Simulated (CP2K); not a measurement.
Consider thiazole at its PBE geometry (Å).

```xyz
8

C    -0.6386   -0.7448    0.1788
C    -0.9981    0.5618   -0.0543
S     0.4073    1.5101   -0.3149
C     1.3807    0.0940   -0.0936
N     0.7106   -1.0074    0.1571
H    -1.3357   -1.5574    0.3741
H    -1.9915    0.9975   -0.0852
H     2.4653    0.1462   -0.1621
```

Method: CP2K XAS_TDP, all-electron GAPW, PBEh(45%), aug-cc-pVDZ, TDA, ZORA, spin–orbit coupling.

Predict the bright core excitations at the S L₂,₃ edge.

Leading lines: S3 164.52 eV. The leading line of an atom is its first one with 35 % of the strongest within 2.5 eV of its lowest line over the strength cut. 

The first six lines of each atom with a strength over 0.0003:

| atom | energy (eV) | states | strength, one atom |
| --- | --- | --- | --- |
| S3 (bonded to 2 C) | 164.26 | 1 | 0.0003 |
|  | 164.52 | 1 | 0.0022 |
|  | 164.83 | 1 | 0.0019 |
|  | 165.36 | 2 | 0.0003 |
|  | 165.59 | 2 | 0.0016 |
|  | 165.95 | 1 | 0.0042 |

Lines are vertical, at one geometry, with no vibrational structure. Without a correction of the core level, line positions, and the gaps between valence and Rydberg lines, follow the share of exact exchange. Rydberg lines, and the discretised continuum above threshold, depend on the basis and the box.

[Banner, clock and machine lines of the logs are left out without a mark of their own.]

[Logs are printed without paths, hosts, clocks, repeated set-up lines and the standing remarks that a program may print on its own settings, such as how far it seeks lower states.]

[Hosts, paths, dates, database ids (printed as entryN), source tags and the programs' standing remarks are cut or masked in the printed files.]
